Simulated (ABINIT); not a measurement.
# Ba2IBrF2 (P4mm): one start, several treatments of the self-energy

Wanted: the gap of Ba2IBrF2 (P4mm) under several approximations, with cost.

Calculated with ABINIT 10.8.3; PBEsol and many-body steps on it, plane waves.

This is a report of a sequence of runs, with most program output left out.

**1. The starting structure**

The structure is tetragonal, space group P4mm (No. 99). Conventional cell: a = 4.623 Å, b = 4.623 Å, c = 7.991 Å, α = 90.00°, β = 90.00°, γ = 90.00°. Ba has 4 F at 2.70 Å and 4 I at 3.59 Å and 2 Br at 3.89 to 4.10 Å nearest. Ba has 4 F at 2.73 Å and 4 Br at 3.50 Å and 2 I at 3.65 to 4.35 Å and 4 Ba at 4.34 Å nearest. Nearest to I lie 6 Ba at 3.59 to 4.35 Å. Nearest to Br lie 6 Ba at 3.50 to 4.10 Å and 4 F at 3.55 Å. Nearest to F lie 4 Ba at 2.70 to 2.73 Å. Farther neighbours and most contacts between anions are not listed.

The cell and positions are those that the Materials Project relaxed with its own functionals (PBE, PBE+U or r2SCAN), kept fixed. Spin-orbit coupling is left out unless a step names it.

**2. Empty states on the mesh, 2×2×1 mesh, 166 bands**

This step: ABINIT 10.8.3; DFT, PBEsol, plane waves, norm-conserving pseudopotentials.

The sums over transitions need many empty states on a uniform mesh; this step solves for them.

File run.abi:

```
acell 3*1.0 Angstrom
rprim 
  4.623364000000 0.000000000000 0.000000000000
  0.000000000000 4.623364000000 0.000000000000
  0.000000000000 0.000000000000 7.991386000000
ntypat 4
znucl 56 53 35 9
natom 6
typat 1 1 2 3 4 4
xred 
  0.500000000000 0.500000000000 0.827396000000
  0.000000000000 0.000000000000 0.185191000000
  0.000000000000 0.000000000000 0.641387000000
  0.500000000000 0.500000000000 0.340098000000
  0.500000000000 0.000000000000 0.002964000000
  0.000000000000 0.500000000000 0.002964000000
pp_dirpath "pseudos"
pseudos "Ba.upf, I.upf, Br.upf, F.upf"
ecut 36
ngkpt 2 2 1
nshiftk 1
shiftk 0 0 0
kptopt 1
chksymbreak 0
iscf -2
irdden 1
istwfk *1
nband 166
nbdbuf 14
tolwfr 1e-09
nstep 60
prtvol 0
indata_prefix "in"
outdata_prefix "out"
tmpdata_prefix "tmp"
```

The run is started by

```sh
OMP_NUM_THREADS=1 mpirun -n 4 abinit run.abi > log
```

It took 94 s on 4 MPI ranks of Arm Neoverse V1, shared host; peak memory 0.49 GiB; 6.2 min of CPU time.

Numbers from this step:

- gap: 4.250 eV
- k of the valence top: 0, 0, 0
- k of the conduction bottom: 0, 0, 0
- least direct gap: 4.250 eV
- k points computed: 3
- lowest point of the top converged band, above the valence top: 43.15 eV

On this mesh the gap is 4.250 eV.

The density comes from a self-consistent run that is not shown.

**3. Screening, 2×2×1 mesh, 152 bands, screening to 122.5 eV**

The RPA dielectric matrix is built and inverted for each q.

This step: RPA screening on PBEsol, plane waves, norm-conserving pseudopotentials.

run.abi: that of step 2 with these lines changed.

```diff
@@ -24,10 +24,11 @@
 chksymbreak 0
-iscf -2
-irdden 1
 istwfk *1
-nband 166
-nbdbuf 14
-tolwfr 1e-09
-nstep 60
-prtvol 0
+occopt 1
+irdwfk 1
+optdriver 3
+nband 152
+ecuteps 4.5
+inclvkb 2
+awtr 1
+symchi 1
 indata_prefix "in"
```

The job ended after 38 s (4 MPI ranks; peak memory 1.4 GiB).

This step gave:

- ε∞ with local fields, on this mesh, along the program's q direction: 3.682
- the same without local fields: 4.317
- plasma frequency: 19.68 eV
- plane waves in the screening matrix: 543

Local fields lower ε∞ by 15 %. On a Γ-centred mesh this coarse the value itself is usually too large, while a short band sum pulls it down.

**4. G0W0, Godby-Needs plasmon pole**

The self-energy is evaluated for the states that the input lists, and the levels follow from it, in one-shot runs by the linearised quasiparticle equation.

This step: G0W0 on PBEsol, plane waves, norm-conserving pseudopotentials.

run.abi: that of step 3 with these lines changed.

```diff
@@ -27,8 +27,15 @@
 irdwfk 1
-optdriver 3
+optdriver 4
 nband 152
+gwcalctyp 0
+ecutsigx 36
+symsigma 1
+nkptgw 1
+kptgw 
+  0.0000000000 0.0000000000 0.0000000000
+bdgw 
+  23 26
 ecuteps 4.5
-inclvkb 2
-awtr 1
-symchi 1
+irdscr 1
+ppmodel 1
 indata_prefix "in"
```

Wall time 12 s (4 MPI ranks); peak memory 1 GiB; 47 s of CPU time.

This step gave:

```yaml
g0w0_gap_on_the_points_computed: 6.191 eV
starting_gap_on_the_mesh: 4.250 eV
k_of_the_valence_top: 0, 0, 0
k_of_the_conduction_bottom: 0, 0, 0
z_at_the_valence_top: 0.819
z_at_the_conduction_bottom: 0.842
least_direct_g0w0_gap_on_the_computed_points: 6.191 eV
```

The gap on the mesh goes from 4.25 eV to 6.19 eV, a correction of +1.94 eV.

**5. G0W0, Hybertsen-Louie plasmon pole**

run.abi: that of step 4 with these lines changed.

```diff
@@ -39,3 +39,3 @@
 irdscr 1
-ppmodel 1
+ppmodel 2
 indata_prefix "in"
```

Run time: 11 s. Hardware: 4 MPI ranks; peak memory 0.96 GiB; 46 s of CPU time.

This step gave:

```
G0W0 gap on the points computed              : 6.282 eV
starting gap on the mesh                     : 4.250 eV
k of the valence top                         : 0, 0, 0
k of the conduction bottom                   : 0, 0, 0
Z at the valence top                         : 0.85
Z at the conduction bottom                   : 0.872
least direct G0W0 gap on the computed points : 6.282 eV
```

Against G0W0 in ABINIT (2×2×1 mesh, 152 bands, screening to 122.5 eV, Godby-Needs plasmon pole), the gap moves by +0.091 eV.

**6. G0W0, von der Linden-Horsch plasmon pole**

run.abi: that of step 5 with these lines changed.

```diff
@@ -39,3 +39,3 @@
 irdscr 1
-ppmodel 2
+ppmodel 3
 indata_prefix "in"
```

Wall time 9.9 s (4 MPI ranks); peak memory 0.91 GiB; 39 s of CPU time.

This step gave:

* G0W0 gap on the points computed: 6.261 eV
* starting gap on the mesh: 4.250 eV
* k of the valence top: 0, 0, 0
* k of the conduction bottom: 0, 0, 0
* least direct G0W0 gap on the computed points: 6.261 eV

Against G0W0 in ABINIT (2×2×1 mesh, 152 bands, screening to 122.5 eV, Godby-Needs plasmon pole), the gap moves by +0.070 eV.

**7. G0W0, Engel-Farid plasmon pole**

run.abi: that of step 6 with these lines changed.

```diff
@@ -39,3 +39,3 @@
 irdscr 1
-ppmodel 3
+ppmodel 4
 indata_prefix "in"
```

The job ended after 9.9 s (4 MPI ranks; peak memory 0.92 GiB; 39 s of CPU time).

This step gave:

* G0W0 gap on the points computed: 6.187 eV
* starting gap on the mesh: 4.250 eV
* k of the valence top: 0, 0, 0
* k of the conduction bottom: 0, 0, 0
* least direct G0W0 gap on the computed points: 6.187 eV

Against G0W0 in ABINIT (2×2×1 mesh, 152 bands, screening to 122.5 eV, Godby-Needs plasmon pole), the gap moves by −0.004 eV.

**8. One-shot Hartree-Fock**

This step: one-shot Hartree-Fock on PBEsol, plane waves, norm-conserving pseudopotentials.

run.abi: that of step 7 with these lines changed.

```diff
@@ -28,4 +28,4 @@
 optdriver 4
-nband 152
-gwcalctyp 0
+nband 28
+gwcalctyp 5
 ecutsigx 36
@@ -37,5 +37,4 @@
   23 26
-ecuteps 4.5
-irdscr 1
-ppmodel 4
+ixc_sigma 40
+fftgw 31
 indata_prefix "in"
```

Wall time 5.1 s (4 MPI ranks); peak memory 0.2 GiB; 20 s of CPU time.

This step gave:

```
quasiparticle gap on the points computed              : 11.91 eV
starting gap on the mesh                              : 4.250 eV
k of the valence top                                  : 0, 0, 0
k of the conduction bottom                            : 0, 0, 0
least direct quasiparticle gap on the computed points : 11.91 eV
```

Against G0W0 in ABINIT (2×2×1 mesh, 152 bands, screening to 122.5 eV, Godby-Needs plasmon pole), the gap moves by +5.723 eV.

**9. Screening, 2×2×1 mesh, 152 bands, screening to 122.5 eV**

This step: RPA screening on PBEsol, plane waves, norm-conserving pseudopotentials.

run.abi: that of step 8 with these lines changed.

```diff
@@ -27,14 +27,14 @@
 irdwfk 1
-optdriver 4
-nband 28
-gwcalctyp 5
-ecutsigx 36
-symsigma 1
-nkptgw 1
-kptgw 
-  0.0000000000 0.0000000000 0.0000000000
-bdgw 
-  23 26
-ixc_sigma 40
-fftgw 31
+optdriver 3
+nband 152
+ecuteps 4.5
+inclvkb 2
+awtr 1
+symchi 1
+gwcalctyp 2
+nfreqre 16
+freqremax 40 eV
+nfreqim 8
+spmeth 1
+nomegasf 120
 indata_prefix "in"
```

Wall time 51 s (4 MPI ranks); peak memory 2.9 GiB; 3.4 min of CPU time.

This step gave:

* ε∞ with local fields, on this mesh, along the program's q direction: 3.690
* the same without local fields: 4.328
* plasma frequency: 19.68 eV
* plane waves in the screening matrix: 543

**10. G0W0, contour deformation**

This step: G0W0 on PBEsol, plane waves, norm-conserving pseudopotentials.

run.abi: that of step 9 with these lines changed.

```diff
@@ -27,14 +27,14 @@
 irdwfk 1
-optdriver 3
+optdriver 4
 nband 152
+gwcalctyp 2
+ecutsigx 36
+symsigma 1
+nkptgw 1
+kptgw 
+  0.0000000000 0.0000000000 0.0000000000
+bdgw 
+  23 26
 ecuteps 4.5
-inclvkb 2
-awtr 1
-symchi 1
-gwcalctyp 2
-nfreqre 16
-freqremax 40 eV
-nfreqim 8
-spmeth 1
-nomegasf 120
+irdscr 1
 indata_prefix "in"
```

It took 8.8 s on 4 MPI ranks; peak memory 1.6 GiB.

This step gave:

```
G0W0 gap on the points computed              : 6.130 eV
starting gap on the mesh                     : 4.250 eV
k of the valence top                         : 0, 0, 0
k of the conduction bottom                   : 0, 0, 0
least direct G0W0 gap on the computed points : 6.130 eV
```

Against G0W0 in ABINIT (2×2×1 mesh, 152 bands, screening to 122.5 eV, Godby-Needs plasmon pole), the gap moves by −0.061 eV.

**11. Screening, 2×2×1 mesh, 152 bands, screening to 122.5 eV**

This step: RPA screening on PBEsol, plane waves, norm-conserving pseudopotentials.

run.abi: that of step 10 with these lines changed.

```diff
@@ -27,14 +27,11 @@
 irdwfk 1
-optdriver 4
+optdriver 3
 nband 152
-gwcalctyp 2
-ecutsigx 36
-symsigma 1
-nkptgw 1
-kptgw 
-  0.0000000000 0.0000000000 0.0000000000
-bdgw 
-  23 26
 ecuteps 4.5
-irdscr 1
+inclvkb 2
+awtr 1
+symchi 1
+gwcalctyp 1
+nfreqre 0
+nfreqim 16
 indata_prefix "in"
```

It took 77 s on 4 MPI ranks; peak memory 1.7 GiB.

Numbers from this step:

```
ε∞ with local fields, on this mesh, along the program's q direction : 3.682
the same without local fields                                       : 4.317
plasma frequency                                                    : 19.68 eV
plane waves in the screening matrix                                 : 543
```

**12. G0W0, analytic continuation**

This step: G0W0 on PBEsol, plane waves, norm-conserving pseudopotentials.

run.abi: that of step 11 with these lines changed.

```diff
@@ -27,11 +27,16 @@
 irdwfk 1
-optdriver 3
+optdriver 4
 nband 152
+gwcalctyp 1
+ecutsigx 36
+symsigma 1
+nkptgw 1
+kptgw 
+  0.0000000000 0.0000000000 0.0000000000
+bdgw 
+  23 26
 ecuteps 4.5
-inclvkb 2
-awtr 1
-symchi 1
-gwcalctyp 1
-nfreqre 0
-nfreqim 16
+irdscr 1
+nomegasi 12
+omegasimax 25 eV
 indata_prefix "in"
```

Elapsed: 14 s, on 4 MPI ranks; peak memory 1.6 GiB; 56 s of CPU time.

Numbers from this step:

```yaml
g0w0_gap_on_the_points_computed: 6.102 eV
starting_gap_on_the_mesh: 4.250 eV
k_of_the_valence_top: 0, 0, 0
k_of_the_conduction_bottom: 0, 0, 0
least_direct_g0w0_gap_on_the_computed_points: 6.102 eV
```

Against G0W0 in ABINIT (2×2×1 mesh, 152 bands, screening to 122.5 eV, Godby-Needs plasmon pole), the gap moves by −0.089 eV.

**13. Side by side**

Times are wall times on 4 MPI ranks of Arm Neoverse V1, shared host, good to a factor of about two. A run's time includes the screening step that it read.

```tsv
run	mesh	bands	screening cutoff (eV)	DFT gap (eV)	gap on the mesh (eV)	direct (eV)	ε∞ used	time
G0W0, Godby-Needs plasmon pole	2×2×1	152	122.5	4.250	6.191	6.191	3.68	49 s
G0W0, Hybertsen-Louie plasmon pole	2×2×1	152	122.5	4.250	6.282	6.282	3.68	49 s
G0W0, von der Linden-Horsch plasmon pole	2×2×1	152	122.5	4.250	6.261	6.261	3.68	48 s
G0W0, Engel-Farid plasmon pole	2×2×1	152	122.5	4.250	6.187	6.187	3.68	47 s
one-shot Hartree-Fock	2×2×1	-	-	4.250	11.914	11.914	-	5.1 s
G0W0, contour deformation	2×2×1	152	122.5	4.250	6.130	6.130	3.69	59 s
G0W0, analytic continuation	2×2×1	152	122.5	4.250	6.102	6.102	3.68	91 s
```

**14. Outcome**

```json
{
 "G0W0, Godby-Needs plasmon pole": "6.191 eV",
 "G0W0, Hybertsen-Louie plasmon pole": "6.282 eV",
 "G0W0, von der Linden-Horsch plasmon pole": "6.261 eV",
 "G0W0, Engel-Farid plasmon pole": "6.187 eV",
 "one-shot Hartree-Fock": "11.914 eV",
 "G0W0, contour deformation": "6.130 eV",
 "G0W0, analytic continuation": "6.102 eV",
 "known limits": "not at the basis limit; no spin-orbit coupling; coarse k mesh"
}
```

G0W0, Hybertsen-Louie plasmon pole: +0.091 eV against G0W0, Godby-Needs plasmon pole. G0W0, von der Linden-Horsch plasmon pole: +0.070 eV against G0W0, Godby-Needs plasmon pole. G0W0, Engel-Farid plasmon pole: −0.004 eV against G0W0, Godby-Needs plasmon pole. One-shot Hartree-Fock: +5.723 eV against G0W0, Godby-Needs plasmon pole. G0W0, contour deformation: −0.061 eV against G0W0, Godby-Needs plasmon pole. G0W0, analytic continuation: −0.089 eV against G0W0, Godby-Needs plasmon pole. Bare exchange alone opens the gap to 11.91 eV; against G0W0, correlation takes back 5.72 eV. Bands and cutoff are finite, so the gap is not at the basis limit. The miss can reach some tenths of an eV and take either sign; the mesh is an error of its own. In the G0W0 runs levels were corrected at 1 k point alone, so a gap called «on the mesh» is the least over those, and an edge elsewhere would be missed. The 2×2×1 mesh is coarse for this cell, which bears on the long-range parts of exchange and screening. The many-body steps are scalar-relativistic: spin-orbit coupling is not in them.

[Paths, hosts, dates, memory and timing lines, banners, echoed tables and standing remarks are left out of the program output.]

[Logs are printed without paths, hosts, clocks, repeated set-up lines and the standing remarks that a program may print on its own settings, such as how far it seeks lower states.]

[Runs of the session that timed out or met a known fault of the program may be left out.]

[Hosts, paths, dates, database ids (printed as entryN), source tags and the programs' standing remarks are cut or masked in the printed files.]

[G0W0 gaps are taken among the corrected bands and points alone; a level outside them can change the order at an edge.]

[Where Ansatz stands beside ABINIT at settings called matched, ABINIT's density can come from a denser mesh and the files from another edition; pairs whose starting gaps differed by over 0.03 eV were left out, so agreement reads better than it is.]
